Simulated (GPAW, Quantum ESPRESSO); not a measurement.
# Near-edge structure at the F K edge of CdF2 (Fm-3m), part 2 of 4

Do two independent programs agree on the F K edge of CdF2 (Fm-3m)? The same cell and functional are run with XSpectra and with GPAW.

Quantum ESPRESSO 7.5 and GPAW 26.7.0; core-hole supercells, plane-wave PAW PBE.

So far. Step 2 (Ground state of the crystal (Quantum ESPRESSO)): The mesh shows a gap of 3.10 eV, so the hole is first treated in a charged cell, without the excited electron. Step 3 (Spectrum without a core hole, F atom 2 (Quantum …): Main maxima below 24 eV (height): 4.5 eV (1.88), 7.1 eV (1.60), 11.1 eV (2.25), 15.7 eV (0.77) and 20.0 eV (1.92). A K edge sees empty p states on the absorber.

**6. The atom with a core hole (Quantum ESPRESSO)**

Level of this step: all-electron atom with a core hole and its PAW potential, PBE, scalar-relativistic (Quantum ESPRESSO).

The final state has one core electron fewer, so a PAW data set is made for an atom with that hole.

Input file F.pbe-n-kjpaw-1sch.ld1.in:

```
&input
   title='F', zed=9., rel=1, iswitch=3, dft='PBE',
   config='1s1 2s2 2p6'
/
&inputp
   file_pseudopw='F.pbe-n-kjpaw-1sch.UPF', author='',
   lpaw=.true.,
   pseudotype=3,
   lloc=-1,
   rcloc=0.9,
   which_augfun='PSQ',
   rmatch_augfun_nc=.true.,
   nlcc=.true.,
   new_core_ps=.true.,
   rcore=0.7,
   tm=.true.,
   zval=8,
   lgipaw_reconstruction=.true., use_paw_as_gipaw=.true.
/
4
2S  1  0  2.00  0.00  1.00  1.30  0.0
2S  1  0  0.00  0.40  1.00  1.30  0.0
2P  2  1  6.00  0.00  0.90  1.40  0.0
2P  2  1  0.00  0.15  0.90  1.40  0.0
```

On the command line:

```sh
$ ld1.x < F.pbe-n-kjpaw-1sch.ld1.in > F.pbe-n-kjpaw-1sch.ld1.out
```

The log of the run:

```text
     [... banner and references ...]
PAW data will be used for GIPAW calculation
     --------------------------- All-electron run ----------------------------

     F
     scalar relativistic calculation

     atomic number is  9.00
     dft =PBE   lsd =0 sic =0 latt =0  beta=0.20 tr2=1.0E-14
     Exchange-correlation= PBE
                           (   1   4   3   4   0   0   0)
     mesh =1105 r(mesh) =  99.76081 a.u. xmin = -7.00 dx = 0.01250
     1 Ry =  13.60569312 eV, c = 137.03599908

     n l     nl                  e(Ry)          e(Ha)          e(eV)
     1 0     1S 1( 1.00)       -53.7176       -26.8588      -730.8650
     2 0     2S 1( 2.00)        -2.3873        -1.1937       -32.4815
     2 1     2P 1( 6.00)        -1.0158        -0.5079       -13.8204

     final scf error:  9.3E-16 reached in  26 iterations

     Etot =    -149.136729 Ry,     -74.568364 Ha,   -2029.108564 eV

     Ekin =     148.815989 Ry,      74.407994 Ha,    2024.744676 eV
     Encl =    -370.415504 Ry,    -185.207752 Ha,   -5039.759674 eV
     Eh   =      89.485097 Ry,      44.742548 Ha,    1217.506763 eV
     Exc  =     -17.022310 Ry,      -8.511155 Ha,    -231.600329 eV

     normalization and overlap integrals

     s(1S/1S) =  1.000000  <r> =   0.1706  <r2> =    0.0392  r(max) =   0.1111
     s(1S/2S) = -0.000309
     s(2S/2S) =  1.000000  <r> =   0.9474  <r2> =    1.0970  r(max) =   0.7155
     s(2P/2P) =  1.000000  <r> =   0.9769  <r2> =    1.2797  r(max) =   0.6236

     ------------------------ End of All-electron run ------------------------

     --------------------- Generating PAW atomic setup --------------------

      Generating local potential from pseudized AE potential:
      Matching radius rcloc =   0.9000

[...]
(   1   4   3   4   0   0   0)
     mesh =1105 r(mesh) =  99.76081 a.u. xmin = -7.00 dx = 0.01250
     1 Ry =  13.60569312 eV, c = 137.03599908

     n l     nl                  e(Ry)          e(Ha)          e(eV)
[...]
final scf error:  9.3E-16 reached in  26 iterations

     Etot =    -149.136729 Ry,     -74.568364 Ha,   -2029.108564 eV

     Ekin =     148.815989 Ry,      74.407994 Ha,    2024.744676 eV
     Encl =    -370.415504 Ry,    -185.207752 Ha,   -5039.759674 eV
     Eh   =      89.485097 Ry,      44.742548 Ha,    1217.506763 eV
     Exc  =     -17.022310 Ry,      -8.511155 Ha,    -231.600329 eV

     normalization and overlap integrals

     s(1S/1S) =  1.000000  <r> =   0.1706  <r2> =    0.0392  r(max) =   0.1111
     s(1S/2S) = -0.000309
     s(2S/2S) =  1.000000  <r> =   0.9474  <r2> =    1.0970  r(max) =   0.7155
     s(2P/2P) =  1.000000  <r> =   0.9769  <r2> =    1.2797  r(max) =   0.6236

     ------------------------ End of All-electron run ------------------------

     ---------------------- Testing the pseudopotential ----------------------

     F
     scalar relativistic calculation

     atomic number is  9.00   valence charge is  8.00
     dft = SLA  PW   PBX  PBC   lsd =0 sic =0 latt =0  beta=0.20 tr2=1.0E-14
     mesh =1105 r(mesh) =  99.76081 xmin = -7.00 dx = 0.01250

     n l     nl             e AE (Ry)        e PS (Ry)    De AE-PS (Ry)
     1 0     2S   1( 2.00)       -2.38734       -2.38734        0.00000
     2 1     2P   1( 6.00)       -1.01578       -1.01578        0.00000

     eps = 4.1E-17  iter =  4

     Etot =    -149.136729 Ry,     -74.568364 Ha,   -2029.108564 eV
     Etotps =   -73.600392 Ry,     -36.800196 Ha,   -1001.384345 eV

     Ekin =      70.206890 Ry,      35.103445 Ha,     955.213402 eV
     Encl =    -188.305643 Ry,     -94.152822 Ha,   -2562.028797 eV
     Ehrt =      61.520669 Ry,      30.760335 Ha,     837.031343 eV
     Ecxc =     -17.022308 Ry,      -8.511154 Ha,    -231.600293 eV
     (Ecc =      -0.030274 Ry,      -0.015137 Ha,      -0.411898 eV)

     ---------------------- End of pseudopotential test ----------------------
```

Run time: 0.72 s. Hardware: 1 MPI rank of Arm Neoverse N1, shared host; peak memory 0.12 GiB.

Removing the core electron and adding it to the valence shell costs the free atom 685.1 eV.

**7. Supercell with FCH, F atom 2 (Quantum ESPRESSO)**

The holes are 6.6 Å apart. The excited electron is left out and a uniform background balances the charge.

Input file scf.in:

```
&control
   calculation='scf', prefix='x', pseudo_dir='../pp', outdir='tmp', tprnfor=.true.
/
&system
   ibrav=0, nat=18, ntyp=3, nbnd=82
   ecutwfc=57, ecutrho=560
   occupations='fixed'
   tot_charge=1
/
&electrons
   conv_thr=1.8e-07, electron_maxstep=120
   mixing_beta=0.5
/
ATOMIC_SPECIES
Cd 1.0 Cd.pbe-n-kjpaw.UPF
F0 1.0 F.pbe-n-kjpaw-1sch.UPF
F 1.0 F.pbe-n-kjpaw.UPF
CELL_PARAMETERS angstrom
  -2.69400000 -2.69400000 -5.38800000
  -2.69400000 -2.69400000 5.38800000
  -2.69400000 5.38800000 2.69400000
ATOMIC_POSITIONS crystal
Cd   0.00000000 0.00000000 0.00000000
Cd   0.66666667 0.00000000 0.33333333
Cd   0.50000000 0.50000000 0.00000000
Cd   0.33333333 0.00000000 0.66666667
Cd   0.16666667 0.50000000 0.33333333
Cd   0.83333333 0.50000000 0.66666667
F0   0.87500000 0.62500000 0.00000000
F    0.54166667 0.62500000 0.33333333
F    0.37500000 0.12500000 0.00000000
F    0.20833333 0.62500000 0.66666667
F    0.04166667 0.12500000 0.33333333
F    0.70833333 0.12500000 0.66666667
F    0.62500000 0.87500000 0.00000000
F    0.29166667 0.87500000 0.33333333
F    0.12500000 0.37500000 0.00000000
F    0.95833333 0.87500000 0.66666667
F    0.79166667 0.37500000 0.33333333
F    0.45833333 0.37500000 0.66666667
K_POINTS automatic
4 3 4 0 0 0
```

On the command line:

```sh
$ OMP_NUM_THREADS=1 mpirun --oversubscribe --bind-to none -np 4 pw.x -nk 4 -in scf.in > scf.out
```

The log of the run:

```text
     [... banner and references ...]
[banner, memory and clock lines left out]
using ibrav=0 with symmetry is DISCOURAGED, use correct ibrav instead

     G-vector sticks info

     bravais-lattice index     =            0
     lattice parameter (alat)  =      12.4702  a.u.
     unit-cell volume          =    1583.3270 (a.u.)^3
     number of atoms/cell      =           18
     number of atomic types    =            3
     number of electrons       =       156.00
     number of Kohn-Sham states=           82
     kinetic-energy cutoff     =      57.0000  Ry
     charge density cutoff     =     560.0000  Ry
     scf convergence threshold =      1.8E-07
     mixing beta               =       0.5000
     number of iterations used =            8  plain     mixing
     Exchange-correlation= SLA  PW   PBX  PBC
                           (   1   4   3   4   0   0   0)

     celldm(1)=  12.470162  celldm(2)=   0.000000  celldm(3)=   0.000000
     celldm(4)=   0.000000  celldm(5)=   0.000000  celldm(6)=   0.000000

     crystal axes: (cart. coord. in units of alat)
               a(1) = (  -0.408248  -0.408248  -0.816497 )
               a(2) = (  -0.408248  -0.408248   0.816497 )
               a(3) = (  -0.408248   0.816497   0.408248 )

     reciprocal axes: (cart. coord. in units 2 pi/alat)
               b(1) = ( -1.020621 -0.204124 -0.612372 )
               b(2) = ( -0.612372 -0.612372  0.612372 )
               b(3) = ( -0.816497  0.816497  0.000000 )

     PseudoPot. #1 for Cd:     Pseudo is Projector augmented-wave + core cor, Zval = 12.0

     ../pp/F.pbe-n-kjpaw-1sch.UPF
     Pseudo is Projector augmented-wave + core cor, Zval =  8.0
     Shape of augmentation charge: PSQ
[...]
total energy              =   -3018.82618967 Ry
     estimated scf accuracy    <       0.00000045 Ry

     iteration # 11     ecut=    57.00 Ry     beta= 0.50
     Davidson diagonalization with overlap
     ethr =  2.85E-10,  avg # of iterations =  4.5

     End of self-consistent calculation

          k =-0.0000 0.0000 0.0000 ( 11449 PWs)   bands (ev):

   -24.0736 -15.7878 -15.4172 -15.3855 -15.3830 -15.3502 -15.3447 -15.1521
   -15.1239 -15.0515 -15.0513 -14.7430  -5.6061  -5.6038  -5.5949  -0.6366
    -0.6353  -0.6158  -0.3873  -0.3802  -0.2946  -0.2289  -0.2053  -0.1538
[...]
3.9055   4.0605   4.1302   4.1434   4.4477   4.4581   4.5325   4.6017
     4.6110   4.6297   4.6597   4.7288   4.8085   4.8147   7.7743  11.6922
    12.0475  12.0811

     [... bands of 16 further k-points ...]

     highest occupied, lowest unoccupied level (ev):     4.9353    7.7743

!    total energy              =   -3018.82618972 Ry
     total all-electron energy =    -69484.199081 Ry
     estimated scf accuracy    <       0.00000007 Ry

     The total energy is the sum of the following terms:
     one-electron contribution =    -357.55826817 Ry
     hartree contribution      =     321.04120315 Ry
     xc contribution           =    -254.84610327 Ry
     ewald contribution        =    -885.48650716 Ry
     one-center paw contrib.   =   -1841.97651428 Ry

     convergence has been achieved in  11 iterations

     Forces acting on atoms (cartesian axes, Ry/au):

     atom    1 type  1   force =    -0.04550660   -0.04550660    0.04458327
     atom    2 type  1   force =    -0.00135738   -0.00046731    0.00135337
     atom    3 type  1   force =     0.04561279    0.04561279    0.04361859
[...]
atom   17 type  3   force =    -0.00155583   -0.02975321    0.00154961
     atom   18 type  3   force =    -0.02975321   -0.00155583    0.00154961

     Total force =     0.173384     Total SCF correction =     0.000166

     XML data file, charge density, pseudopotentials, collected wavefunctions
```

Elapsed: 4.6 min, on 4 MPI ranks; peak memory 0.59 GiB; 18 min of CPU time.

Energy with the hole: -945380.690 eV, cores included.

**8. Spectrum with FCH, F atom 2 (Quantum ESPRESSO)**

The Lanczos recursion gives the spectrum without computing empty bands; each polarisation needs a run of its own on the full k mesh. xe0 is set between filled and empty states, and states below it are cut. The file of filecore holds the core orbital, taken from the hole-free data set.

Input file xspectra.in:

```
&input_xspectra
   calculation='xanes_dipole', edge='K'
   prefix='x', outdir='tmp', xiabs=2, xe0=6.3548
   xonly_plot=.false., x_save_file='xanes.sav'
   xniter=3000, xcheck_conv=20, xerror=0.005
   xcoordcrys=.false., xepsilon(1)=1, xepsilon(2)=0, xepsilon(3)=0
/
&plot
   xnepoint=413, xemin=-10, xemax=45, terminator=.true., cut_occ_states=.true.
   xgamma=0.4
/
&pseudos
   filecore='../F.wfc'
/
&cut_occ
   cut_desmooth=0.1, cut_stepl=0.05, cut_stepu=0.05, cut_ierror=1e-5
/
4 4 4 0 0 0
```

xspectra_1.in, as its differences from xspectra.in of step 8:

```diff
@@ -5,3 +5,3 @@
    xniter=3000, xcheck_conv=20, xerror=0.005
-   xcoordcrys=.false., xepsilon(1)=1, xepsilon(2)=0, xepsilon(3)=0
+   xcoordcrys=.false., xepsilon(1)=0, xepsilon(2)=0, xepsilon(3)=1
 /
```

On the command line:

```sh
$ OMP_NUM_THREADS=1 mpirun --oversubscribe --bind-to none -np 4 xspectra.x -nk 4 -in xspectra.in > xspectra.out
```

The log of the run:

```text
     [... banner and references ...]
Reading input_file

     calculation: xanes_dipole

     xepsilon  [cartesian coordinates]:   1.000000   0.000000   0.000000

     xonly_plot: FALSE
        => complete calculation: Lanczos + spectrum plot

     filecore (core-wavefunction file): ../F.wfc

     main plot parameters:
        cut_occ_states: TRUE
        gamma_mode:  constant
        -> using xgamma [eV]:  0.40
        xemin [eV]: -10.00
        xemax [eV]:  45.00
        xnepoint:  413
        xe0 [eV]:   6.354800 (energy zero read in input file)

     WARNING: variable ef_r is obsolete

                      Reading SCF save directory: x.save

     tmp/x.save/

     Exchange-correlation= PBE
                           (   1   4   3   4   0   0   0)

     G-vector sticks info

                           Getting the Fermi energy

     From SCF save directory:
        ehomo [eV]:    4.9353 (highest occupied level)
        elumo [eV]:    7.7743 (lowest occupied level)
        ef    [eV]:    4.9353

     -> ef (in eV) will be written in x_save_file

                           Energy zero of the spectrum

     -> ef will NOT be used as energy zero of the spectrum
       (because xe0 read in input file)

     G-vector sticks info

     bravais-lattice index     =            0
     lattice parameter (alat)  =      12.4702  a.u.
     unit-cell volume          =    1583.3270 (a.u.)^3
     number of atoms/cell      =           18
     number of atomic types    =            3
     number of electrons       =       156.00
     number of Kohn-Sham states=           82
     kinetic-energy cutoff     =      57.0000  Ry
     charge density cutoff     =     560.0000  Ry
     Exchange-correlation= PBE
                           (   1   4   3   4   0   0   0)

     celldm(1)=  12.470162  celldm(2)=   0.000000  celldm(3)=   0.000000
     celldm(4)=   0.000000  celldm(5)=   0.000000  celldm(6)=   0.000000

     crystal axes: (cart. coord. in units of alat)
               a(1) = (  -0.408248  -0.408248  -0.816497 )
               a(2) = (  -0.408248  -0.408248   0.816497 )
               a(3) = (  -0.408248   0.816497   0.408248 )

     reciprocal axes: (cart. coord. in units 2 pi/alat)
               b(1) = ( -1.020621 -0.204124 -0.612372 )
               b(2) = ( -0.612372 -0.612372  0.612372 )
               b(3) = ( -0.816497  0.816497  0.000000 )

     PseudoPot. #1 for Cd:     Pseudo is Projector augmented-wave + core cor, Zval = 12.0

     ../pp/F.pbe-n-kjpaw-1sch.UPF
     Pseudo is Projector augmented-wave + core cor, Zval =  8.0
     Shape of augmentation charge: PSQ
     Using radial grid of 1105 points,  4 beta functions with:
                l(1) =   0
                l(2) =   0
                l(3) =   1
                l(4) =   1
     Q(r) pseudized with 0 coefficients

     ../pp/F.pbe-n-kjpaw.UPF
     Pseudo is Projector augmented-wave + core cor, Zval =  7.0
     Shape of augmentation charge: PSQ
     Using radial grid of 1105 points,  4 beta functions with:
                l(1) =   0
                l(2) =   0
                l(3) =   1
                l(4) =   1
     Q(r) pseudized with 0 coefficients

     atomic species   valence    mass     pseudopotential
     Cd               12.00     1.00000     Cd( 1.00)
     F0                8.00     1.00000     F ( 1.00)
     F                 7.00     1.00000     F ( 1.00)

      2 Sym. Ops. (no inversion) found

   Cartesian axes

     site n.     atom                  positions (alat units)
         1        Cd     tau(   1) = (  -0.0000000   0.0000000   0.0000000  )
         2        Cd     tau(   2) = (  -0.4082483  -0.0000000  -0.4082483  )
         3        Cd     tau(   3) = (  -0.4082483  -0.4082483   0.0000000  )
         4        Cd     tau(   4) = (  -0.4082483   0.4082483   0.0000000  )
         5        Cd     tau(   5) = (  -0.4082483  -0.0000000   0.4082483  )
         6        Cd     tau(   6) = (  -0.8164966   0.0000000   0.0000000  )
         7        F0     tau(   7) = (  -0.6123724  -0.6123724  -0.2041241  )
[...]
k(    3) = (  -0.4082483   0.4082483   0.0000000), wk =   0.0312500
        k(    4) = (  -0.6123724   0.6123724   0.0000000), wk =   0.0312500
        k(    5) = (  -0.1530931  -0.1530931   0.1530931), wk =   0.0312500
[...]
k(   62) = (  -1.4288690  -0.4082483   0.0000000), wk =   0.0312500
        k(   63) = (  -1.6329932  -0.2041241   0.0000000), wk =   0.0312500
        k(   64) = (  -1.8371173   0.0000000   0.0000000), wk =   0.0312500

     Dense  grid:   354011 G-vectors     FFT dimensions: (  96,  96,  96)

     Smooth grid:    91949 G-vectors     FFT dimensions: (  60,  60,  60)

     The potential is recalculated from file :
     tmp/x.save/charge-density

     Starting wfcs are  102 atomic wfcs
     Checking if some PAW data can be deallocated...

               Reading core wavefunction file for the absorbing atom

     ../F.wfc successfully read

                              Attributing the PAW radii
                     for the absorbing atom [units: Bohr radius]

        PAW proj 1: r_paw(l= 0)= 1.95  (1.5*r_cut)
        PAW proj 2: r_paw(l= 0)= 1.95  (1.5*r_cut)
        PAW proj 3: r_paw(l= 1)= 2.10  (1.5*r_cut)
        PAW proj 4: r_paw(l= 1)= 2.10  (1.5*r_cut)

        NB: The calculation will not necessary use all these r_paw values.
            - For a edge in the electric-dipole approximation,
              only the r_paw(l=1) values are used.
            - For a K edge in the electric-quadrupole approximation,
              only the r_paw(l=2) values are used.

            - For a L2 or L3 edge in the electric-quadrupole approximation,

              all projectors (s, p and d) are used.

                          Starting XANES calculation
                     in the electric dipole approximation

     Method of calculation based on the Lanczos recursion algorithm
        - STEP 1: Construction of a kpoint-dependent Lanczos basis,
          in which the Hamiltonian is tridiagonal (each 'iter'
          corresponds to the calculation of one more Lanczos vector)
        - STEP 2: Calculation of the cross-section as a continued fraction
          averaged over the k-points.

     ... Begin STEP 1 ...

        Radial transition matrix element(s) used in the calculation of the
        initial vector of the Lanczos basis (|tilde{phi}_abs> normalized)
        | For PAW proj. (l=1) #1: radial matrix element =   0.145259052
        | For PAW proj. (l=1) #2: radial matrix element =   0.191705787

NB: the    16 k-point are not all listed below because npool=  4
        |-------------------------------------------------------------
        ! k-point #     1:  (-0.0000,  0.0000,  0.0000),  0.0312,   1
        |-------------------------------------------------------------
 okvan= T
        |   Norm of the initial Lanczos vector: 0.81867150E-01
        |   Estimated error at iter     20:   1.00273173
        |   Estimated error at iter     40:   0.23789575
        |   Estimated error at iter     60:   0.15150210
        |   Estimated error at iter     80:   0.06613455
        |   Estimated error at iter    100:   0.05815691
[...]
!   => CONVERGED at iter    380 with error=  0.00340102
        |-------------------------------------------------------------
        ! k-point #     2:  (-0.2041,  0.2041,  0.0000),  0.0312,   1
        |-------------------------------------------------------------
 okvan= T
        |   Norm of the initial Lanczos vector: 0.81887748E-01
[...]
!   => CONVERGED at iter    420 with error=  0.00347118
        |-------------------------------------------------------------
     [... 13 further k-points ...]
        ! k-point #    16:  (-1.0717,  0.1531,  0.4593),  0.0312,   1
        |-------------------------------------------------------------
 okvan= T
        |   Norm of the initial Lanczos vector: 0.81882525E-01
[...]
|   Estimated error at iter    400:   0.01548788
        |   Estimated error at iter    420:   0.00706623
        |   Estimated error at iter    440:   0.00554481
        !   => CONVERGED at iter    460 with error=  0.00385923

     Results of STEP 1 successfully written in x_save_file
     x_save_file name:
     ->  xanes.sav
     x_save_file version:  2

     ... End STEP 1 ...

     ... Begin STEP 2 ...

     The spectrum is calculated using the following parameters:
        xe0 [eV]:    6.3548
        the occupied states are elimintate from the spectrum
        xemin [eV]: -10.00
        xemax [eV]:  45.00
        xnepoint:  413
        constant broadening parameter [eV]:    0.400
        Core level energy [eV]:  -696.7
         (from electron binding energy of neutral atoms in X-ray data booklet)

     Cross-section successfully written in xanes.dat

     ... End STEP 2 ...

                                END JOB XSpectra
```

The job ended after 6.4 min (4 MPI ranks; peak memory 0.43 GiB).

The F K spectrum, F atom 2, full core hole (charged cell) (energy from the lowest empty level; intensity scaled to a mean of 1 over the first 20 eV; the points at xe0, where the cut of filled states can leave a spike, are interpolated):

```csv
E (eV),intensity
-2.00,0.03
-1.25,0.04
-0.50,0.06
0.25,0.09
1.00,0.15
1.75,0.31
2.50,0.61
3.25,1.33
4.00,1.86
4.75,1.03
5.50,0.51
6.25,0.83
7.00,1.56
7.75,1.02
8.50,1.01
9.25,1.52
10.00,2.05
10.75,1.39
11.50,0.88
12.25,0.51
13.00,0.44
13.75,0.38
14.50,0.47
15.25,0.85
16.00,0.97
16.75,0.89
17.50,1.10
18.25,1.88
19.00,1.95
19.75,1.35
20.50,1.12
21.25,0.80
22.00,0.58
22.75,0.51
23.50,0.42
24.25,0.39
25.00,0.37
25.75,0.42
26.50,0.54
27.25,0.71
28.00,0.81
28.75,0.97
29.50,0.91
30.25,0.70
31.00,0.71
31.75,0.92
```

Main maxima below 24 eV (height): 3.9 eV (1.87), 7.0 eV (1.56), 10.1 eV (2.05), 15.7 eV (1.02) and 18.6 eV (2.01). 

The hole costs E(hole) − E(ground) = 684.40 eV, and the lowest empty level of the hole cell lies at 7.77 eV, which puts the zero at 692.18 eV. One term is added: -9.97 eV, since the hole is spin-paired here and a spin-polarised one costs that much less in the free atom (computed apart). The photon energy is then 682.21 eV. The functional and the charged cell's background leave an error of a few eV in such absolute values.

[end of part 2 of 4]

[Banner, clock and machine lines of the logs are left out without a mark of their own.]

[Logs are printed without paths, hosts, clocks, repeated set-up lines and the standing remarks that a program may print on its own settings, such as how far it seeks lower states.]

[Hosts, paths, dates, database ids (printed as entryN), source tags and the programs' standing remarks are cut or masked in the printed files.]

[Lists of maxima count a maximum above −3 eV only where it reaches 4 % of the highest in the window and stands out from its surroundings by 2 % of it (1.5 % where it reaches 55 %); shoulders and weaker maxima are passed over, and of the rest the first, up to two pre-edge ones and the few strongest are named.]
